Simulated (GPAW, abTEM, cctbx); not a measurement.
# Ba3Zn: the scripts behind a bonding study

Short scripts, each with its output. The start was made by putting kin elements into a known structure type; the compound need not exist, or be stable, in this form.

## 1. Relax the structure

```text
cell
1.0
     0.000000000    0.000000000    6.231000000
     7.866000000    0.000000000    0.000000000
    -3.933000000    6.812155826    0.000000000
Ba Zn
6 2
Direct
0.750000000 0.173500000 0.826500000
0.750000000 0.173500000 0.347000000
0.750000000 0.653000000 0.826500000
0.250000000 0.826500000 0.653000000
0.250000000 0.347000000 0.173500000
0.250000000 0.826500000 0.173500000
0.750000000 0.666666667 0.333333333
0.250000000 0.333333333 0.666666667
```

```python
from ase.constraints import FixSymmetry
from ase.filters import FrechetCellFilter
from ase.io import read, write
from ase.optimize import BFGS
from ase.parallel import parprint
from gpaw import GPAW, PW, FermiDirac

atoms = read("start.vasp")
atoms.set_constraint(FixSymmetry(atoms))
atoms.calc = GPAW(mode=PW(570), xc="PBE", kpts={"size": (3, 3, 3), "gamma": True},
                 occupations=FermiDirac(0.1), maxiter=120, symmetry={"tolerance": 1e-5}, txt="relax.txt")
BFGS(FrechetCellFilter(atoms), maxstep=0.15).run(fmax=0.03, steps=40)
parprint("cell  %.4f %.4f %.4f  %.2f %.2f %.2f" % tuple(atoms.cell.cellpar()))
parprint("volume %.3f A^3, largest force %.3f eV/A, largest stress %.2f GPa" % (atoms.get_volume(), abs(atoms.get_forces()).max(), 160.218 * abs(atoms.get_stress()).max()))
atoms.set_constraint()
write("relaxed.vasp", atoms, direct=True)
```

```console
$ OMP_NUM_THREADS=1 mpirun -n 4 gpaw python run.py > gpaw.log
```

```text
      Step        Energy          fmax
BFGS:    0      -12.988636        0.325217
BFGS:    1      -12.993678        0.319688
BFGS:    2      -13.071385        0.168268
BFGS:    3      -13.074370        0.152170
BFGS:    4      -13.085800        0.145107
BFGS:    5      -13.095860        0.108298
BFGS:    6      -13.102993        0.072210
BFGS:    7      -13.104453        0.050218
BFGS:    8      -13.104636        0.041129
BFGS:    9      -13.104654        0.038422
BFGS:   10      -13.104738        0.033556
BFGS:   11      -13.104975        0.024711
cell  6.3363 8.1350 8.1350  120.00 90.00 90.00
volume 363.145 A^3, largest force 0.006 eV/A, largest stress 0.09 GPa
```

Time: 7.2 min on 4 cores of Arm Neoverse V2 (shared host), peak memory 1.7 GiB.

## 2. Build the all-electron density and subtract free atoms

```text
cell
1.0
     0.000000000    0.000000000    6.336323500
     8.134972450    0.000000000    0.000000000
    -4.067486230    7.045092800    0.000000000
Ba Zn
6 2
Direct
0.750000000 0.175309730 0.824690270
0.750000000 0.175309730 0.350619460
0.750000000 0.649380540 0.824690270
0.250000000 0.824690270 0.649380540
0.250000000 0.350619460 0.175309730
0.250000000 0.824690270 0.175309730
0.750000000 0.666666670 0.333333330
0.250000000 0.333333330 0.666666670
```

```python
import numpy as np
from ase.io import read
from ase.units import Bohr
from gpaw import GPAW, PW, FermiDirac
from gpaw.calculator import GPAW as OldGPAW
from gpaw.mpi import serial_comm, world
from scipy.special import erfc
from scipy.spatial import cKDTree

atoms = read("cell.vasp")
atoms.calc = GPAW(mode=PW(450), xc="PBE", kpts={"size": (4, 4, 4), "gamma": True},
                 occupations=FermiDirac(0.1), maxiter=120, symmetry={"tolerance": 1e-5}, txt="scf.txt")
atoms.get_potential_energy()
rho = atoms.calc.get_all_electron_density(gridrefinement=2)
moments = atoms.get_magnetic_moments() if atoms.calc.get_number_of_spins() == 2 else np.zeros(len(atoms))
total = atoms.get_magnetic_moment() if moments.any() else 0.0
if world.rank == 0:
    free = OldGPAW(mode=PW(450), xc="PBE", txt=None, communicator=serial_comm)
    neutral = atoms.copy()
    neutral.set_initial_magnetic_moments(None)
    free.initialize(neutral)
    free.set_positions(neutral)
    drho = rho - free.get_all_electron_density(gridrefinement=2)
    # GPAW starts from confined atoms: exchange their smooth part for that of the datasets' free atoms
    h = np.stack(np.meshgrid(*[np.fft.fftfreq(n, 1 / n) for n in drho.shape], indexing="ij"), -1)
    gabs = np.linalg.norm(h @ atoms.cell.reciprocal(), axis=-1)
    tails = np.fft.fftn(free.get_pseudo_density(gridrefinement=2))
    g, form, v0 = np.linspace(0, gabs.max(), 1500), {}, 0
    for e in set(atoms.symbols):
        idx = atoms.symbols.search(e)
        d = free.setups[idx[0]].data
        r, w = d.rgd.r_g * Bohr, d.rgd.r_g**2 * d.rgd.dr_g
        j0 = np.sinc(2 * g[:, None] * r)
        smooth = sum(f * p**2 for f, p in zip(d.f_j, d.phit_jg)) + np.sqrt(4 * np.pi) * d.nct_g
        full = sum(f * p**2 for f, p in zip(d.f_j, d.phi_jg)) + np.sqrt(4 * np.pi) * d.nc_g
        phase = sum(np.exp(-2j * np.pi * h @ s) for s in atoms.get_scaled_positions()[idx])
        tails -= np.interp(gabs, g, j0 @ (smooth * w)) * phase * drho.size / atoms.get_volume()
        form[e] = j0 @ (full * w)
        v0 += 2 * np.pi / 3 * 14.3996 * (full * w * r**2).sum() * len(idx)  # V A^3
    tails *= 0.5 * erfc((gabs - 1.8) / 0.25)  # the tails differ at long wavelengths alone
    drho += np.fft.ifftn(tails).real  # crystal minus superposed spherical free atoms
    np.save("drho.npy", drho)
    dv = atoms.get_volume() / drho.size
    print("grid", drho.shape, " electrons %.3f" % (rho.sum() * dv), " moved by bonding %.3f e" % (abs(drho).sum() * dv / 2))
    pts = np.indices(drho.shape).reshape(3, -1).T / drho.shape @ atoms.cell
    shifts = (np.indices((3, 3, 3)).reshape(3, -1).T - 1) @ atoms.cell
    images = (atoms.positions[None] + shifts[:, None]).reshape(-1, 3)
    dist, idx = cKDTree(images).query(pts, k=4)
    out = drho.ravel()[dist[:, 0] > 0.5]
    print("deformation density beyond 0.5 A of the nuclei: max %.3f, min %.3f e/A^3" % (out.max(), out.min()))
    tie = dist < dist[:, :1] + 1e-4
    q = -np.bincount((idx % len(atoms))[tie], (drho.ravel()[:, None] / tie.sum(1, keepdims=True) * tie)[tie], len(atoms)) * dv
    print("atom        x       y       z   Voronoi charge  moment")
    for a, s, c, m in zip(atoms, atoms.get_scaled_positions(), q, moments):
        print("%-2s%-3d %7.4f %7.4f %7.4f %10.3f %10.2f" % (a.symbol, a.index + 1, *s, c, m))
    np.savez("free.npz", g=g, **form)
    print("mean inner potential of superposed free atoms %.3f V" % (v0 / atoms.get_volume()))
    print("total magnetic moment %.3f muB" % total)
```

```console
$ OMP_NUM_THREADS=1 mpirun -n 4 gpaw python run.py > gpaw.log
```

```text
grid (64, 80, 80)  electrons 396.000  moved by bonding 1.209 e
deformation density beyond 0.5 A of the nuclei: max 0.028, min -0.042 e/A^3
atom        x       y       z   Voronoi charge  moment
Ba1    0.7500  0.1753  0.8247      0.022       0.00
Ba2    0.7500  0.1753  0.3506      0.022       0.00
Ba3    0.7500  0.6494  0.8247      0.022       0.00
Ba4    0.2500  0.8247  0.6494      0.022       0.00
Ba5    0.2500  0.3506  0.1753      0.022       0.00
Ba6    0.2500  0.8247  0.1753      0.022       0.00
Zn7    0.7500  0.6667  0.3333     -0.066       0.00
Zn8    0.2500  0.3333  0.6667     -0.066       0.00
mean inner potential of superposed free atoms 15.037 V
total magnetic moment 0.000 muB
```

Time: 2.2 min.

## 3. Fourier-transform the difference

```python
from cctbx import adptbx, crystal, miller, xray
from cctbx.eltbx import tiny_pse
import numpy as np

cs = crystal.symmetry(unit_cell=(8.135, 8.135, 6.3363, 90, 90, 120), space_group_symbol='Hall: -P 6c 2c')  # P6_3/mmc
atoms = [  # label, site, U (iso, or U11 U22 U33 U12 U13 U23 in A^2), occupancy
    ("Ba1", (0.17531, 0.82469, 0.75), 0.0000, 1),
    ("Zn1", (2/3, 1/3, 0.75), 0.0000, 1),
]
xs = xray.structure(crystal_symmetry=cs)
for label, site, u, occ in atoms:
    u = adptbx.u_cif_as_u_star(cs.unit_cell(), u) if isinstance(u, tuple) else u
    xs.add_scatterer(xray.scatterer(label, site=site, u=u, occupancy=occ))
xs.scattering_type_registry(table="wk1995")
drho = np.load("drho.npy")
T = np.array([[0, 1, 0], [0, 0, 1], [1, 0, 0]])  # conventional axes in terms of the primitive ones
dF = np.fft.ifftn(drho) * 363.14506  # electrons a conventional cell, indexed by primitive hkl
ms = miller.build_set(cs, anomalous_flag=False, d_min=0.9).sort("resolution")
iam = ms.structure_factors_from_scatterers(xs, algorithm="direct").f_calc()
p1 = xs.expand_to_p1()
z = np.array([tiny_pse.table(sc.scattering_type).atomic_number() for sc in p1.scatterers()])
x = np.array(p1.sites_frac())
free = np.load("free.npz")
print("static structure factors of the conventional cell: F in electrons, V (Mott-Bethe) in volts")
print("   h  k  l      d  |F| table  |F| free   |F| DFT   change   |V| free  |V| DFT  change %")
for h, d, table in list(zip(ms.indices(), ms.d_spacings().data(), iam.data()))[:16]:
    df = dF[tuple(np.rint(np.linalg.solve(T, h)).astype(int))]
    phase = np.exp(2j * np.pi * x @ h)
    f = sum(np.interp(1 / d, free["g"], free[sc.scattering_type]) * p for sc, p in zip(p1.scatterers(), phase))
    fz = (z * phase).sum()
    c = 14.3996 * d * d / (np.pi * cs.unit_cell().volume())
    v0, v1 = abs(fz - f) * c, abs(fz - f - df) * c
    print("%4d%3d%3d %7.4f %9.3f %9.3f %9.3f %8.3f %9.3f %8.3f %8s" % (h + (d, abs(table), abs(f), abs(f + df), abs(f + df) - abs(f), v0, v1, "%.1f" % (100 * (v1 / v0 - 1)) if v0 > 0.02 else "-")))
```

```console
$ python run.py
```

```text
static structure factors of the conventional cell: F in electrons, V (Mott-Bethe) in volts
   h  k  l      d  |F| table  |F| free   |F| DFT   change   |V| free  |V| DFT  change %
   1  0  0  7.0451     4.402     4.442     4.533    0.091     0.425    0.368    -13.4
   1  0  1  4.7112    51.078    51.185    51.317    0.133     1.760    1.723     -2.1
   1  1  0  4.0675    42.354    42.415    42.278   -0.137     1.382    1.411      2.1
   2  0  0  3.5226   169.920   169.980   169.794   -0.187     4.098    4.127      0.7
   0  0  2  3.1681   335.663   335.673   335.448   -0.225     7.643    7.671      0.4
   2  0  1  3.0788   285.912   285.901   285.727   -0.174     6.407    6.428      0.3
   1  0  2  2.8894     3.800     3.838     3.945    0.107     0.135    0.124     -8.4
   2  1  0  2.6628    53.752    53.821    54.050    0.229     1.165    1.144     -1.8
   1  1  2  2.4994    38.253    38.427    38.744    0.317     0.836    0.811     -3.0
   2  1  1  2.4548    14.826    14.982    15.226    0.244     0.349    0.330     -5.3
   2  0  2  2.3556   153.782   153.746   153.678   -0.068     2.970    2.974      0.2
   3  0  0  2.3484    42.176    42.400    42.589    0.189     0.872    0.859     -1.5
   3  0  1  2.2020    55.247    55.280    55.269   -0.011     1.035    1.035      0.1
   2  1  2  2.0384    49.509    49.691    49.738    0.046     0.899    0.897     -0.3
   2  2  0  2.0337   286.674   286.606   286.369   -0.237     5.096    5.108      0.2
   1  0  3  2.0231    42.204    42.489    42.523    0.034     0.774    0.772     -0.2
```

Time: 0.24 s on 1 core of Arm Neoverse V2 (shared host), peak memory 0.09 GiB.

## 4. Propagate a plane wave with and without the bonding term

```python
import abtem
import numpy as np
from ase.build import make_supercell
from ase.io import read

abtem.config.set({"dask.lazy": False, "fft": "fftw", "diagnostics.progress_bar": False})
M = [[-1, 0, 0], [0, 1, 2], [0, 1, 0]]  # rows: x, y and beam direction in the primitive cell's axes
unit = make_supercell(read("cell.vasp"), M)
unit.set_cell(list(unit.cell.lengths()) + [90, 90, 90], scale_atoms=True)
unit.positions[:, 2] += 0.5084  # keeps atomic planes off the slice boundaries
unit.wrap()
slab = unit * (2, 2, 72)
print(slab.get_chemical_formula(), "| box %.2f x %.2f x %.2f A" % tuple(slab.cell.lengths()))

# change of the potential by bonding, from the DFT deformation density (Poisson's equation term by term)
drho = np.load("drho.npy")
prim = read("cell.vasp")
h = np.stack(np.meshgrid(*[np.fft.fftfreq(n, 1 / n) for n in drho.shape], indexing="ij"), -1).reshape(-1, 3).astype(int)
g2 = ((h @ prim.cell.reciprocal()) ** 2).sum(1)
keep = (g2 > 0) & (g2 < 2.5**2)
shape = (182, 403, 48)
vg = np.zeros(shape, complex)
hm = h[keep] @ np.array(M).T
move = np.exp(-2j * np.pi * hm[:, 2] * (0.5084 / unit.cell[2, 2] - 0.5 / shape[2]))  # the same shift, sampled at mid-points
vg[tuple(hm.T % np.array(shape)[:, None])] = -14.3996 / np.pi * (np.fft.fftn(drho).ravel() / drho.size)[keep] / g2[keep] * move
dV = np.fft.ifftn(vg).real * vg.size
dV = dV.reshape(182, 403, 8, 6).mean(3) * unit.cell[2, 2] / 8  # V A, projected in each slice
dV = np.tile(dV.transpose(2, 0, 1), (72, 2, 2))


def build(atoms):
    p = abtem.Potential(atoms, gpts=(364, 806), slice_thickness=[slab.cell[2, 2] / 576] * 576,
                        parametrization="lobato", projection="infinite", exit_planes=48).build()
    p.array[:] += BONDING * dV
    return p


sigmas = {'Ba': 0.061, 'Zn': 0.069}  # r.m.s. displacement along each axis, A
u = np.array([sigmas[s] for s in slab.symbols])[:, None]
rng = np.random.default_rng(903)


def potentials():
    for _ in range(3):  # frozen phonons, one configuration at a time
        atoms = slab.copy()
        atoms.positions += u * rng.standard_normal((len(atoms), 3))
        atoms.wrap()
        yield build(atoms)


for label, BONDING in (("IAM", 0.0), ("DFT", 1.0)):
    print("=====", label)
    rng = np.random.default_rng(903)  # the same displacements for both
    potential = build(slab)
    print("grid", potential.gpts, "slices", potential.num_slices)
    thickness = potential.exit_thicknesses
    wave = abtem.PlaneWave(energy=100000)
    dp = np.mean([wave.multislice(p).diffraction_patterns(max_angle="valid").array for p in potentials()], axis=0)
    hkl = [(0, 0, 0), (0, 1, 0), (0, 0, 1), (0, 1, 1), (0, 2, 0), (0, 0, 2), (0, 2, 1)]
    nx, ny = dp.shape[-2:]
    print("intensity of each beam, fraction of the incident wave")
    print("  t (A)" + "".join("%9s" % " ".join(map(str, h)) for h in hkl) + "  diffuse    total")
    grid = np.zeros((nx, ny), bool)
    grid[nx // 2 % 2::2, ny // 2 % 2::2] = True
    for t, a in list(zip(thickness, dp))[1:]:
        idx = [np.rint(np.array(M) @ np.linalg.solve([[0, 1, 0], [0, 0, 1], [1, 0, 0]], h)).astype(int) for h in hkl]
        print("%7.1f" % t + "".join("%9.5f" % a[nx // 2 + i[0] * 2, ny // 2 + i[1] * 2] for i in idx) + "%9.4f%9.4f" % (a[~grid].sum(), a.sum()))
```

```console
$ python run.py
```

```text
Ba3456Zn1152 | box 12.67 x 28.18 x 585.72 A
===== IAM
grid (364, 806) slices 576
intensity of each beam, fraction of the incident wave
  t (A)    0 0 0    0 1 0    0 0 1    0 1 1    0 2 0    0 0 2    0 2 1  diffuse    total
   48.8  0.75943  0.00115  0.00001  0.00236  0.00201  0.00761  0.00575   0.0547   0.9947
   97.6  0.74149  0.00160  0.00001  0.00486  0.00308  0.00568  0.00340   0.0827   0.9915
  146.4  0.59685  0.00515  0.00001  0.01422  0.00429  0.00566  0.00315   0.1148   0.9874
  195.2  0.50630  0.00897  0.00002  0.02272  0.00526  0.00556  0.00275   0.1467   0.9829
  244.0  0.39303  0.01525  0.00003  0.03362  0.00443  0.00337  0.00181   0.1839   0.9779
  292.9  0.30686  0.02245  0.00004  0.04125  0.00336  0.00245  0.00161   0.2206   0.9726
  341.7  0.22413  0.02939  0.00003  0.04704  0.00177  0.00212  0.00194   0.2546   0.9672
  390.5  0.16652  0.03734  0.00002  0.04647  0.00083  0.00228  0.00219   0.2891   0.9617
  439.3  0.11216  0.04383  0.00002  0.04365  0.00023  0.00301  0.00257   0.3214   0.9560
  488.1  0.08398  0.04984  0.00003  0.03583  0.00031  0.00331  0.00237   0.3514   0.9505
  536.9  0.06487  0.05338  0.00004  0.03052  0.00060  0.00342  0.00183   0.3802   0.9447
  585.7  0.06236  0.05265  0.00003  0.02204  0.00073  0.00298  0.00135   0.4049   0.9394
===== DFT
grid (364, 806) slices 576
intensity of each beam, fraction of the incident wave
  t (A)    0 0 0    0 1 0    0 0 1    0 1 1    0 2 0    0 0 2    0 2 1  diffuse    total
   48.8  0.75996  0.00107  0.00001  0.00231  0.00202  0.00753  0.00568   0.0548   0.9947
   97.6  0.74217  0.00129  0.00001  0.00455  0.00322  0.00576  0.00341   0.0828   0.9915
  146.4  0.59992  0.00446  0.00001  0.01368  0.00439  0.00549  0.00298   0.1152   0.9873
  195.2  0.51064  0.00788  0.00002  0.02176  0.00537  0.00543  0.00263   0.1471   0.9829
  244.0  0.40059  0.01384  0.00003  0.03243  0.00445  0.00312  0.00164   0.1844   0.9778
  292.9  0.31663  0.02076  0.00004  0.03986  0.00332  0.00218  0.00146   0.2208   0.9726
  341.7  0.23580  0.02765  0.00003  0.04566  0.00170  0.00186  0.00178   0.2542   0.9672
  390.5  0.17900  0.03562  0.00002  0.04515  0.00074  0.00213  0.00208   0.2881   0.9618
  439.3  0.12340  0.04238  0.00002  0.04261  0.00016  0.00302  0.00247   0.3198   0.9563
  488.1  0.09349  0.04858  0.00003  0.03494  0.00026  0.00345  0.00231   0.3493   0.9508
  536.9  0.07096  0.05262  0.00004  0.02999  0.00058  0.00360  0.00176   0.3781   0.9450
  585.7  0.06540  0.05228  0.00003  0.02180  0.00071  0.00318  0.00129   0.4030   0.9398
```

Time: 2.6 min.

[Outputs are excerpts: Python notices, other lines and further rows are left out; steps that failed or that the build refused (PBEsol, TPSS) are not shown.]

[Logs are printed without paths, hosts, clocks, repeated set-up lines and the standing remarks that a program may print on its own settings, such as how far it seeks lower states.]
